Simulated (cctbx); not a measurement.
# Diagnosing a refinement

Cell a = 3.5730 Å, b = 3.5400 Å, c = 24.0030 Å, α = 90.00°, β = 90.00°, γ = 90.00°; space group Amm2 (no. 38). The compound is Al6Ni3Rh2.

The data are simulated with cctbx, not measured: Cu Kα, λ = 1.54184 Å, to d = 0.8 Å, 70 % of the full sphere, strongest reflection 20000 counts, noise from counting, a 2 % proportional error and a noise floor of 8 counts (s.d.); no absorption.

An isotropic refinement with weights 1/σ² prints:

```text
Rint 0.020, 403 unique reflections to 0.80 A
cycle     R1     wR2    GooF  max shift (A)
   1  0.7350  0.9486  31.226   0.22801
  10  0.5829  0.8593  28.286   0.02419
final R1 0.5790 wR2 0.8570 GooF 28.210  parameters 22  data/parameter 18.3
atom        x        y        z      Ueq    occ   su(xyz)  su(Uiso or U11)
Rh1    0.00000  0.00000  0.38062   0.0001  1.000  0.00183  0.0145
Rh2    0.00000  0.50000  0.54355   0.0006  1.000  0.00184  0.0144
Ni1    0.50000  0.50000  0.27282   0.0094  1.000  0.00379  0.0249
Ni2    0.50000  0.00000  0.17811   0.0177  1.000  0.00471  0.0294
Ni3    0.00000  0.50000  0.09403   0.0202  1.000  0.00413  0.0290
Al1    0.50000  0.50000  0.36582   0.0024  1.000  0.00885  0.0637
Al2    0.50000  0.00000  0.13019   0.0115  1.000  0.00790  0.0389
Al3    0.00000  0.50000  0.26673   0.0000  1.000  0.00640  0.0329
Al4    0.00000  0.00000  0.18908   0.0147  1.000  0.00843  0.0388
Al5    0.50000  0.50000  0.05742   0.0001  1.000  0.00777  0.0578
Al6    0.50000  0.00000  0.44614   0.0157  1.000  0.01003  0.0431
difference map: max 165.03 min -89.70 rms 13.45
Q1    0.0000  0.0000  0.3806    2  167.40  0.00 A from Rh1
Q2    0.5000  0.0000  0.5686    2  151.41  0.27 A from Al5
Q3    0.0000  0.0000  0.7650    2  140.17  0.04 A from Al3
Q4    0.0000  0.0000  0.6602    2  124.06  1.59 A from Ni3
Q5    0.0000  0.0000  0.0409    2  119.28  0.06 A from Rh2
Q6    0.0000  0.0000  0.9916    2  109.44  1.25 A from Rh2
```

**Question.** Can this result stand? If not, what is the likely fault?

Mend it. The fault: start far from the minimum. Against the right model at the same level, R1 goes from 0.0136 to 0.5790 and GooF from 0.97 to 28.21 and the top difference peak, 167.4 e/Å³, lies on Rh1. Least squares finds the nearest minimum, not the best. The fit had not settled when the cycles ran out.

The compound is Al6Ni3Rh2. The right model at the same level gives:

```text
Rint 0.020, 403 unique reflections to 0.80 A
cycle     R1     wR2    GooF  max shift (A)
   1  0.1331  0.2860   9.416   0.08420
   2  0.0136  0.0294   0.969   0.00015
final R1 0.0136 wR2 0.0294 GooF 0.969  parameters 22  data/parameter 18.3
atom        x        y        z      Ueq    occ   su(xyz)  su(Uiso or U11)
Rh1    0.00000  0.00000  0.38378   0.0038  1.000  0.00003  0.0002
Rh2    0.00000  0.50000  0.50076   0.0043  1.000  0.00003  0.0001
Ni1    0.50000  0.50000  0.30420   0.0050  1.000  0.00005  0.0003
Ni2    0.50000  0.00000  0.19621   0.0060  1.000  0.00008  0.0003
Ni3    0.00000  0.50000  0.11677   0.0042  1.000  0.00006  0.0003
Al1    0.50000  0.50000  0.40974   0.0062  1.000  0.00013  0.0006
Al2    0.50000  0.00000  0.09189   0.0059  1.000  0.00011  0.0005
Al3    0.00000  0.50000  0.22536   0.0053  1.000  0.00012  0.0005
Al4    0.00000  0.00000  0.27589   0.0068  1.000  0.00012  0.0005
Al5    0.50000  0.50000  0.04372   0.0076  1.000  0.00012  0.0005
Al6    0.50000  0.00000  0.46221   0.0071  1.000  0.00013  0.0006
difference map: max 0.56 min -0.59 rms 0.11
Q1    0.1167  0.0000  0.8199    4    0.56  1.42 A from Ni1
Q2    0.5000  0.0000  0.1388    2    0.53  1.13 A from Al2
Q3    0.0846  0.0000  0.0567    4    0.51  1.38 A from Rh2
Q4    0.1632  0.0000  0.1746    4    0.46  1.31 A from Ni2
Q5    0.5000  0.0000  0.3780    2    0.44  1.79 A from Rh1
Q6    0.5000  0.1585  0.9992    4    0.41  1.50 A from Al6
```

This is a model crystal, built by substitution and not relaxed, with assumed displacement parameters.

[Middle refinement cycles are left out of these outputs.]

[Logs are printed without paths, hosts, clocks, repeated set-up lines and the standing remarks that a program may print on its own settings, such as how far it seeks lower states.]
